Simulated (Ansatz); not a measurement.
**Mg-Sc stack of (111) layers: lattice stability ahead of a resistivity run**

The plan: relax Mg-Sc stack of (111) layers, check its phonons, and, if the lattice is stable, compute its Eliashberg function and ρ(T).

Program: Ansatz 0.2.0. Level of theory: DFT LDA, scalar-relativistic, plane waves, PAW; PAW set soft_1. Results are calculated unless marked as measured.

### Step 1. Set-up

The cell holds 2 atoms: 1 Mg and 1 Sc. Cell: a = 3.283 Å, b = 3.283 Å, c = 13.681 Å, α = 90.0°, β = 90.0°, γ = 120.0°. Vacuum lies along c.

### Step 2. Relaxation

Lattice constant and positions set the bands and the force constants, so the cell is relaxed first.

The input, input.yaml:

```yaml
crystal:
  lattice:
    - [3.28344, 0.0, 0.0]
    - [-1.64172, 2.84354, 0.0]
    - [0.0, 0.0, 13.68092]
  atoms:
    - { symbol: Mg, position: [0.0, 0.0, 0.40201978] }
    - { symbol: Sc, position: [0.33333333, 0.66666667, 0.59798022] }
  periodic: [true, true, false]
kpoints:
  mp_grid: { grid: [12, 12, 1] }
hamiltonian:
  xc: lda
  pseudopotentials: { kind: paw, azcp: { folder: soft_1 }, xc_functional: pbe }
scf:
  occupations: { method: gaussian, width: 0.1 }
output:
  forces: true
  stress: true
  eigenvalues: true
relax:
  adjacent_minimum: "off"
  f_tol: 0.005
  max_steps: 80
  cell: { stress_2d_tol: 0.02 }
```

The run is started by

```console
$ ansatz run input.yaml --threads 4 --pin off --max-ram 12288MiB --backend cpu --events-out ev --progress --plain --runs-dir out
```

Numbers of over 12 decimals in the logs are rounded to 6 here.

Output:

```text
Warning: crystal.periodic: the lattice vector that does not repeat stood 0.000° off the slab's normal, 13.681 Å along it as the deck builds it. The run solves the slab on a vector along the normal, 29.162 Å long, with every atom where it was (on the deck's vector they left 11.00 Å outside them, and the widest stretch free of ions among them is 2.68 Å). A fractional position that the run reports is one of the run's ce [...]
crystal.periodic: the lattice vector that does not repeat stood 0.000° off the slab's normal, 13.681 Å along it as the deck builds it. The run solves the slab on a vector along the normal, 29.162 Å long, with every atom where it was (on the deck's vector they left 11.00 Å outside them, and the widest stretch free of ions among them is 2.68 Å). A fractional position that the run reports is one of the run's cell, which [...]
Engine: ansatz 0.2.0, aarch64-unknown-linux-gnu
Pseudopotentials: kind: paw
Pseudopotential: Mg, paw, valence charge 10, recommended cutoff 420 eV (normal), soft_1/Mg.paw.azcp
Pseudopotential: Sc, paw, valence charge 11, recommended cutoff 420 eV (normal), soft_1/Sc.paw.azcp
Functional definition: SPW92
  exchange = slater_x
  correlation = pw_c
Crystal: 2 atoms, lattice volume = 272.272 Å³
Basis set: ecut = 420 eV, 5413 PW (Γ)
Bands: 15, of which v1, the nominal top of the filled ones, is band 11 counted from 1 (10 counted from 0)
Symmetry: 6 space group operations
Space group: P3m1 (ITA 156), of the structure as read, at distance tolerance 6.5e-5 Å
k-points: 19 of 144 (time reversal used)
Non-local potential: Mg, projectors of the file, l = 0: 3, l = 1: 2, l = 2: 1
Non-local potential: Sc, projectors of the file, l = 0: 3, l = 1: 2, l = 2: 3, l = 3: 1
PAW form: soft (Blöchl's): semilocal exchange-correlation on the pseudo side does not see the compensation charge
PAW frozen core: Mg, regenerated for the run's functional, and the local potential with it (the file was generated under x = pbe(κ = 0.804, μ = 0.219515), c = pbe(β = 0.066725))
PAW frozen core: Sc, regenerated for the run's functional, and the local potential with it (the file was generated under x = pbe(κ = 0.804, μ = 0.219515), c = pbe(β = 0.066725))
PAW one-centre angular grid: Mg, 110 points (default); XC on 64 Gauss nodes
PAW one-centre angular grid: Sc, 590 points (default); XC on 64 Gauss nodes
Initial density: superposition of atomic densities (neutral atoms: chi_scale 0, normalization atom)
Initial wavefunctions: pseudopotential atomic-orbital guess
Functional: x = slater, c = lda
SCF iter   1: F=—  HF=-3990.173846 eV  |F-HF|=—  |Δ(HF+E_count)|=         —  Δρ=1.83e-2  dr2=9.46e0  ethr=3.10e-3  ⟨swp⟩=11.1  Hψ=2150  notcnv=0
preconditioner: auto → LDOS  [metal: Δε(μ)=0.070 eV  Ē_g=3.101 eV  σ=0.100 eV  W_gap=0.37  n_scr=16 (ndim 8)  ℏωp=5.0 eV  f_vac=0.723  D(μ)=4.96/eV (n_scr^D=16)  β→1.0]
SCF iter   2: F=—  HF=-3989.269936 eV  |F-HF|=—  |Δ(HF+E_count)|=   9.04e-1  Δρ=1.15e-2  dr2=1.23e0  ethr=3.10e-3  ⟨swp⟩=3.3  Hψ=769  notcnv=0
SCF iter   3: F=—  HF=-3989.166704 eV  |F-HF|=—  |Δ(HF+E_count)|=   1.03e-1  Δρ=2.46e-3  dr2=8.44e-2  ethr=3.10e-3  ⟨swp⟩=3.2  Hψ=566  notcnv=0
SCF iter   4: F=—  HF=-3989.161206 eV  |F-HF|=—  |Δ(HF+E_count)|=   5.50e-3  Δρ=1.16e-3  dr2=8.35e-3  ethr=4.02e-4  ⟨swp⟩=2.6  Hψ=520  notcnv=0
SCF iter   5: F=—  HF=-3989.159883 eV  |F-HF|=—  |Δ(HF+E_count)|=   1.32e-3  Δρ=3.92e-4  dr2=1.86e-3  ethr=3.98e-5  ⟨swp⟩=2.5  Hψ=423  notcnv=0
SCF iter   6: F=—  HF=-3989.159835 eV  |F-HF|=—  |Δ(HF+E_count)|=   4.83e-5  Δρ=2.28e-4  dr2=2.67e-4  ethr=8.84e-6  ⟨swp⟩=2.6  Hψ=414  notcnv=0
SCF iter   7: F=—  HF=-3989.159807 eV  |F-HF|=—  |Δ(HF+E_count)|=   2.80e-5  Δρ=8.10e-5  dr2=5.96e-5  ethr=1.27e-6  ⟨swp⟩=2.1  Hψ=395  notcnv=0
SCF iter   8: F=—  HF=-3989.159774 eV  |F-HF|=—  |Δ(HF+E_count)|=   3.28e-5  Δρ=2.87e-5  dr2=1.12e-5  ethr=2.84e-7  ⟨swp⟩=2.2  Hψ=339  notcnv=0
SCF iter   9: F=—  HF=-3989.159777 eV  |F-HF|=—  |Δ(HF+E_count)|=   2.72e-6  Δρ=1.26e-5  dr2=9.63e-7  ethr=5.34e-8  ⟨swp⟩=2.1  Hψ=330  notcnv=0
SCF iter  10: F=—  HF=-3989.159777 eV  |F-HF|=—  |Δ(HF+E_count)|=   1.35e-7  Δρ=2.55e-6  dr2=1.21e-7  ethr=4.59e-9  ⟨swp⟩=2.5  Hψ=399  notcnv=0
iter 11 did not close the SCF: its close was put off until two iterations running show no level that it waits for move by more than its bar (scf_convergence_deferred on its scf_iter line)
SCF iter  11: F=-3989.159777 eV  HF=-3989.159777 eV  |F-HF|=6.19e-9  |Δ(HF+E_count)|=   5.68e-8  Δρ=1.13e-6  dr2=1.62e-8  ethr=4.76e-10  ⟨swp⟩=8.9  Hψ=1419  notcnv=0
iter 12 did not close the SCF: its close was put off until two iterations running show no level that it waits for move by more than its bar (scf_convergence_deferred on its scf_iter line)
SCF iter  12: F=-3989.159777 eV  HF=-3989.159777 eV  |F-HF|=1.64e-9  |Δ(HF+E_count)|=  4.63e-10  Δρ=4.01e-7  dr2=1.41e-9  ethr=7.69e-11  ⟨swp⟩=2.1  Hψ=849  notcnv=0
SCF iter  13: F=-3989.159777 eV  HF=-3989.159777 eV  |F-HF|=1.80e-10  |Δ(HF+E_count)|=   1.96e-9  Δρ=1.43e-7  dr2=1.09e-10  ethr=6.73e-12  ⟨swp⟩=2.4  Hψ=912  notcnv=0
SCF 1 converged in 13 iterations: F = -3989.159777 eV  dr2 = 1.09e-10
  greatest PAW one-centre occupation: 1.000 electrons in one spin orbital (limit 2), on the Mg atom at site 0 (counted from 0), in its partial waves of l = 0
relax step   1: F+E_penalty+E_count = -3989.15977715 eV  Δ(F+E_penalty+E_count) = +0.000e0 eV  max|allowed force component| = 3.822e-1 eV/Å  Δτ_max = 0.0000 Å  P = -3.738 N/m  Ω = 272.272 Å³  fix = [c, alpha, beta]  reactions: c +0.000 N/m  (13 SCF iters, dr2 threshold 1.00e-7 eV, accepted)
Crystal: 2 atoms, lattice volume = 257.060 Å³
Basis set: ecut = 420 eV, 5077 PW (Γ)
Initial density: handed on by an earlier stage of this run
Initial wavefunctions: those handed on with the density
iter 1 solved again at ethr=1.40e-3 eV; its pass at ethr=3.10e-3 eV (dr2=2.95e-1 eV) is discarded
SCF iter   1: F=—  HF=-3989.328080 eV  |F-HF|=—  |Δ(HF+E_count)|=         —  Δρ=4.28e-3  dr2=2.92e-1  ethr=1.40e-3  ⟨swp⟩=2.0  Hψ=2417  notcnv=0
preconditioner: auto → LDOS  [metal: Δε(μ)=0.023 eV  Ē_g=3.186 eV  σ=0.100 eV  W_gap=0.13  n_scr=16 (ndim 8)  ℏωp=5.2 eV  f_vac=0.732  D(μ)=6.91/eV (n_scr^D=20)  β→1.0]
SCF iter   2: F=—  HF=-3989.293555 eV  |F-HF|=—  |Δ(HF+E_count)|=   3.45e-2  Δρ=2.85e-3  dr2=1.09e-1  ethr=1.39e-3  ⟨swp⟩=3.1  Hψ=469  notcnv=0
SCF iter   3: F=—  HF=-3989.292127 eV  |F-HF|=—  |Δ(HF+E_count)|=   1.43e-3  Δρ=9.88e-4  dr2=1.89e-2  ethr=5.20e-4  ⟨swp⟩=2.7  Hψ=489  notcnv=0
SCF iter   4: F=—  HF=-3989.291900 eV  |F-HF|=—  |Δ(HF+E_count)|=   2.27e-4  Δρ=7.68e-4  dr2=6.93e-3  ethr=8.98e-5  ⟨swp⟩=2.5  Hψ=432  notcnv=0
[...]
Crystal: 2 atoms, lattice volume = 241.528 Å³
Basis set: ecut = 420 eV, 4693 PW (Γ)
iter 1 solved again at ethr=3.81e-4 eV; its pass at ethr=3.10e-3 eV (dr2=8.00e-2 eV) is discarded
SCF iter   1: F=—  HF=-3989.332320 eV  |F-HF|=—  |Δ(HF+E_count)|=         —  Δρ=1.73e-3  dr2=8.00e-2  ethr=3.81e-4  ⟨swp⟩=2.0  Hψ=2294  notcnv=0
preconditioner: auto → LDOS  [metal: Δε(μ)=0.013 eV  Ē_g=3.335 eV  σ=0.100 eV  W_gap=0.07  n_scr=16 (ndim 8)  ℏωp=5.3 eV  f_vac=0.730  D(μ)=6.27/eV (n_scr^D=20)  β→1.0]
SCF iter   2: F=—  HF=-3989.325993 eV  |F-HF|=—  |Δ(HF+E_count)|=   6.33e-3  Δρ=1.03e-3  dr2=1.50e-2  ethr=3.81e-4  ⟨swp⟩=1.7  Hψ=317  notcnv=0
SCF iter   3: F=—  HF=-3989.326105 eV  |F-HF|=—  |Δ(HF+E_count)|=   1.12e-4  Δρ=6.63e-4  dr2=8.26e-3  ethr=7.13e-5  ⟨swp⟩=1.9  Hψ=361  notcnv=0
SCF iter   4: F=—  HF=-3989.325614 eV  |F-HF|=—  |Δ(HF+E_count)|=   4.91e-4  Δρ=1.59e-4  dr2=6.32e-4  ethr=3.93e-5  ⟨swp⟩=1.8  Hψ=348  notcnv=0
SCF iter   5: F=—  HF=-3989.325611 eV  |F-HF|=—  |Δ(HF+E_count)|=   2.87e-6  Δρ=6.73e-5  dr2=2.71e-5  ethr=3.01e-6  ⟨swp⟩=1.8  Hψ=374  notcnv=0
SCF iter   6: F=—  HF=-3989.325584 eV  |F-HF|=—  |Δ(HF+E_count)|=   2.75e-5  Δρ=2.12e-5  dr2=2.61e-6  ethr=1.29e-7  ⟨swp⟩=2.7  Hψ=427  notcnv=0
SCF iter   7: F=—  HF=-3989.325587 eV  |F-HF|=—  |Δ(HF+E_count)|=   3.02e-6  Δρ=9.73e-6  dr2=6.41e-7  ethr=1.24e-8  ⟨swp⟩=2.3  Hψ=434  notcnv=0
SCF iter   8: F=-3989.325587 eV  HF=-3989.325587 eV  |F-HF|=1.12e-7  |Δ(HF+E_count)|=   1.28e-7  Δρ=3.66e-6  dr2=6.14e-8  ethr=9.52e-10  ⟨swp⟩=10.7  Hψ=1588  notcnv=0
SCF 3 converged in 8 iterations: F = -3989.325587 eV  dr2 = 6.14e-8
relax step   3: F+E_penalty+E_count = -3989.32558711 eV  Δ(F+E_penalty+E_count) = -3.433e-2 eV  max|allowed force component| = 8.276e-2 eV/Å  Δτ_max = 0.0109 Å  P = -0.073 N/m  Ω = 241.528 Å³  energy of the carried Pulay correction = +2.743e-4 eV  fix = [c, alpha, beta]  reactions: c -0.000 N/m  (8 SCF iters, dr2 threshold 2.00e-7 eV, accepted)
[...]
relax step   4: F+E_penalty+E_count = -3989.32757758 eV  Δ(F+E_penalty+E_count) = -1.990e-3 eV  max|allowed force component| = 9.177e-3 eV/Å  Δτ_max = 0.0264 Å  P = +0.055 N/m  Ω = 239.257 Å³  energy of the carried Pulay correction = +2.959e-4 eV  fix = [c, alpha, beta]  reactions: c +0.000 N/m  (8 SCF iters, dr2 threshold 2.00e-7 eV, accepted)
[...]
relax step   5: F+E_penalty+E_count = -3989.32763427 eV  Δ(F+E_penalty+E_count) = -5.670e-5 eV  max|allowed force component| = 6.972e-4 eV/Å  Δτ_max = 0.0032 Å  P = -0.006 N/m  Ω = 239.837 Å³  energy of the carried Pulay correction = +2.903e-4 eV  fix = [c, alpha, beta]  reactions: c -0.000 N/m  (7 SCF iters, dr2 threshold 5.26e-9 eV, accepted)
Initial wavefunctions: pseudopotential atomic-orbital guess (no wavefunctions were taken with the density)
iter 1 solved again at ethr=2.39e-5 eV; its pass at ethr=3.10e-3 eV (dr2=5.01e-3 eV) is discarded
SCF iter   1: F=—  HF=-3989.327407 eV  |F-HF|=—  |Δ(HF+E_count)|=         —  Δρ=2.97e-5  dr2=3.57e-7  ethr=2.39e-5  ⟨swp⟩=3.7  Hψ=2840  notcnv=0
eigensolver tolerance schedule: the retry pair's looser diagonalisation over-reported the residual by 14053.58 of it (diagonalisation noise at an unbounded share of the residual, at the tolerance the schedule requests for it); recorded, not acted on — ethr = c·dr2/N_el stays at c = 1.0e-1
preconditioner: auto → LDOS  [metal: Δε(μ)=0.028 eV  Ē_g=3.350 eV  σ=0.100 eV  W_gap=0.16  n_scr=16 (ndim 8)  ℏωp=5.4 eV  f_vac=0.730  D(μ)=5.60/eV (n_scr^D=18)  β→1.0]
SCF iter   2: F=—  HF=-3989.327410 eV  |F-HF|=—  |Δ(HF+E_count)|=   3.21e-6  Δρ=8.18e-6  dr2=7.60e-8  ethr=1.70e-9  ⟨swp⟩=5.9  Hψ=890  notcnv=0
SCF iter   3: F=—  HF=-3989.327410 eV  |F-HF|=—  |Δ(HF+E_count)|=   1.00e-8  Δρ=1.87e-6  dr2=7.36e-9  ethr=3.62e-10  ⟨swp⟩=2.2  Hψ=519  notcnv=0
SCF iter   4: F=—  HF=-3989.327410 eV  |F-HF|=—  |Δ(HF+E_count)|=   3.27e-9  Δρ=6.61e-7  dr2=5.43e-9  ethr=3.51e-11  ⟨swp⟩=2.9  Hψ=509  notcnv=0
SCF iter   5: F=—  HF=-3989.327410 eV  |F-HF|=—  |Δ(HF+E_count)|=   1.18e-9  Δρ=3.79e-7  dr2=2.15e-9  ethr=2.59e-11  ⟨swp⟩=1.5  Hψ=303  notcnv=0
SCF iter   6: F=—  HF=-3989.327410 eV  |F-HF|=—  |Δ(HF+E_count)|=  1.95e-10  Δρ=2.45e-7  dr2=8.42e-10  ethr=1.02e-11  ⟨swp⟩=1.9  Hψ=352  notcnv=0
SCF iter   7: F=—  HF=-3989.327410 eV  |F-HF|=—  |Δ(HF+E_count)|=  4.27e-11  Δρ=7.33e-8  dr2=9.46e-11  ethr=4.01e-12  ⟨swp⟩=1.8  Hψ=306  notcnv=0
SCF iter   8: F=—  HF=-3989.327410 eV  |F-HF|=—  |Δ(HF+E_count)|=  3.00e-11  Δρ=3.29e-8  dr2=7.24e-12  ethr=1.00e-12  ⟨swp⟩=1.9  Hψ=354  notcnv=0
SCF iter   9: F=-3989.327410 eV  HF=-3989.327410 eV  |F-HF|=0.00e0  |Δ(HF+E_count)|=  4.09e-12  Δρ=1.55e-8  dr2=3.36e-13  ethr=1.00e-12  ⟨swp⟩=11.2  Hψ=1802  notcnv=0
SCF 6 converged in 9 iterations: F = -3989.327410 eV  dr2 = 3.36e-13
relax step   6: F+E_penalty+E_count = -3989.32741018 eV  Δ(F+E_penalty+E_count) = +2.241e-4 eV  max|allowed force component| = 6.509e-4 eV/Å  Δτ_max = 0.0000 Å  P = -0.008 N/m  Ω = 239.837 Å³  fix = [c, alpha, beta]  reactions: c -0.000 N/m  stress off target by 7.82e-3 N/m on what of the cell is left free  SCF on the basis re-selected at this cell (its energy is not comparable with the rows above)  (9 SCF iters)
basis re-selected at this cell: Δ(F+E_penalty+E_count) = +2.241e-4 eV, ΔP = -0.002 N/m vs the last step (what re-selecting the basis moved, of the pressure what is left beyond the Pulay correction that the steps carried, after the strain that the cell walked since its last selection, with what the two solves' SCF thresholds leave and, on support functions, any second-order correction that the steps lacked; it is no m [...]
SCF converged after 9 iterations
Free energy (F): -3989.327410 eV
Harris-Foulkes:  -3989.327410 eV  (|F-HF|=0.00e0)
Internal energy: -3989.299420 eV  (E = F + TS)
E sigma→0 (E₀):  -3989.313415 eV
Entropy (-TS):   -0.027990 eV (-13.995 meV/atom)
Fermi energy:    -4.084933 eV
--- Per-component energies (eV) ---
  E_band       = -766.488122
  E_kinetic    = 276.871198
  E_local      = -30320.008164  (includes V_loc(G=0)·N_el)
  E_nonlocal   = 343.728599
  E_hartree    = 14644.453089
  E_xc         = -109.402479
  E_vxc        = -136.834163  (∫ρ·V_xc dr)
  E_paw        = -1225.383010  (= ΣΔE_a)
  E_vpaw       = -219.151674  (= ΣTr[D̂ρ^β])
  E_aug_tail   = -0.000106  (compensation charges beyond the density's cutoff)
  E_ewald      = 12399.986051
  E_core_change = 0.455402  (= ΣΔE_core)
  E_smearing   = -0.027990  (= −TS)
  E_closure    = -0.000000  (closes the sum)
  Σ components = -3989.327410   (vs F -3989.327410, Δ=0.00e0)
--- Forces (eV/Å), atoms counted from 1 ---
  atom   1  Mg     0.00000000    -0.00000000     0.00065578
  atom   2  Sc     0.00000000    -0.00000000    -0.00064593
  max |Σ_I F_I| component: 9.85e-6 eV/Å
--- 2D stress c σ (N/m, compression-positive) ---
       -0.007819       0.000000       0.000000
       -0.000000      -0.007819       0.000000
        0.000000       0.000000      -0.000000
  P = ½ c Tr σ = -0.0078 N/m
--- Band table (eV; the first three rows and the last of 19) ---
  k-point 0: bands = [... 7 lower, -31.8108, -9.7529, -7.3559, -4.4601, -3.9752, -2.5260, -2.5260, -1.0318]
  k-point 1: bands = [... 7 lower, -31.8191, -9.6017, -7.1821, -4.3927, -3.8879, -2.6790, -2.3921, -1.1897]
  k-point 2: bands = [... 7 lower, -31.8418, -9.1580, -6.6840, -4.2384, -3.6463, -3.0312, -2.0069, -1.3307]
  k-point 18: bands = [... 7 lower, -32.1485, -4.4107, -4.4043, -3.6867, -3.5733, -3.5138, -1.6248, -1.1519]
--- Relaxed structure (5 steps of the walk, 5 accepted, 1 SCFs on fresh bases) ---
  F+E_penalty+E_count = -3989.32741018 eV   max|allowed force component| = 6.509e-4 eV/Å   (the final SCF, on the basis selected at the relaxed cell)
  cell:  # Å, volume = 239.8369 Å³
    - [3.081664, 0, 0]
    - [-1.540832, 2.668799, 0]
    - [0, 0, 29.161838]
  atoms:
    - { symbol: Mg, position: [-1.8503717008154228e-17, 4.6259292623783144e-17, 0.190569] }
    - { symbol: Sc, position: [0.333333, 0.666667, 0.278569] }
```

Wall time 16 s (4 threads of Arm Neoverse V1, shared host); peak memory 0.51 GiB; 61 s of CPU time.

The steps of the relaxation:

| step | energy less that of the first step (eV) | largest force component (eV/Å) | volume (Å³) |
| --- | --- | --- | --- |
| 1 | 0.0000 | 0.3822 | 272.27 |
| 2 | -0.1315 | 0.0054 | 257.06 |
| 3 | -0.1658 | 0.0828 | 241.53 |
| 4 | -0.1678 | 0.0092 | 239.26 |
| 5 | -0.1679 | 0.0007 | 239.84 |
| 6* | -0.1676 | 0.0007 | 239.84 |

Relaxation steps marked * repeat the geometry before them on a plane-wave basis chosen anew for their cell, so energy and pressure can jump there.

The run keeps the 6 symmetry operations that it works with, so distortions that break them were not tested.

| cell as run | before | after | change |
| --- | --- | --- | --- |
| a (Å) | 3.283 | 3.082 | -6.1 % |
| b (Å) | 3.283 | 3.082 | -6.1 % |

The atoms that moved most (Å, along periodic axes as changes of fractional coordinates times the final cell, across vacuum about the mean position):

| atom | dx | dy | dz | length |
| --- | --- | --- | --- | --- |
| Mg1 | 0.000 | 0.000 | 0.057 | 0.057 |
| Sc2 | 0.000 | 0.000 | -0.057 | 0.057 |

The relaxed structure:

```
Mg Sc
1.0
     3.08166    0.00000    0.00000
    -1.54083    2.66880    0.00000
     0.00000    0.00000   29.16184
Mg Sc
1 1
Direct
  0.00000 0.00000 0.19057
  0.33333 0.66667 0.27857
```

This step gave:

```yaml
metallic_on_mesh: yes
gap_on_the_k_mesh: 0 eV
```

The relaxation ends with a largest force component of 6.5e-4 eV/Å.

### Step 3. Relaxing tightly for phonons

Phonons are second derivatives about the minimum, so the remaining forces must be small: the thresholds are tightened.

input.yaml, the sections that differ from step 2:

```yaml
crystal:
  lattice:
    - [3.0816637189, 0.0, 0.0]
    - [-1.5408318595, 2.6687990665, 0.0]
    - [0.0, 0.0, 29.1618382056]
  atoms:
    - { symbol: Mg, position: [0.0, 0.0, 0.1905689117] }
    - { symbol: Sc, position: [0.3333333333, 0.6666666667, 0.278568867] }
  periodic: [true, true, false]
scf:
  occupations: { method: methfessel_paxton, width: 0.2 }
relax:
  adjacent_minimum: "off"
  f_tol: 0.001
  max_steps: 60
  cell: { stress_2d_tol: 0.002 }
# kpoints, hamiltonian, output: as in step 2
```

Output:

```text
[the first part of the log is left out]
  E_xc         = -109.409578
  E_vxc        = -136.843457  (∫ρ·V_xc dr)
  E_paw        = -1225.379130  (= ΣΔE_a)
  E_vpaw       = -219.143880  (= ΣTr[D̂ρ^β])
  E_aug_tail   = -0.000106  (compensation charges beyond the density's cutoff)
  E_ewald      = 12403.545219
  E_core_change = 0.455402  (= ΣΔE_core)
  E_smearing   = -0.016791  (= −TS)
  E_closure    = -0.000000  (closes the sum)
  Σ components = -3989.320221   (vs F -3989.320221, Δ=0.00e0)
--- Forces (eV/Å), atoms counted from 1 ---
[...]
-0.000008      -0.000000      -0.000000
       -0.000000      -0.000008      -0.000000
       -0.000000      -0.000000      -0.000000
  P = ½ c Tr σ = -0.0000 N/m
--- Band table (eV; the first three rows and the last of 19) ---
[...]
--- Relaxed structure (2 steps of the walk, 2 accepted, 1 SCFs on fresh bases) ---
[...]
cell:  # Å, volume = 239.8102 Å³
    - [3.081492, 2.8865865547397356e-11, 0]
    - [-1.540746, 2.668650, 0]
    - [0, 0, 29.1618382056]
  atoms:
    - { symbol: Mg, position: [0, -2.7755575615628914e-17, 0.190598] }
    - { symbol: Sc, position: [0.333333, 0.666667, 0.278540] }
```

The job ended after 8.3 s (4 threads; peak memory 0.48 GiB).

Little changed from the start: no atom moved by 0.005 Å and no cell edge by 0.1 %.

[end of part 1 of 2]

[Logs are printed without paths, hosts, clocks, repeated set-up lines and the standing remarks that a program may print on its own settings, such as how far it seeks lower states.]

[Hosts, paths, dates, database ids (printed as entryN), source tags and the programs' standing remarks are cut or masked in the printed files.]
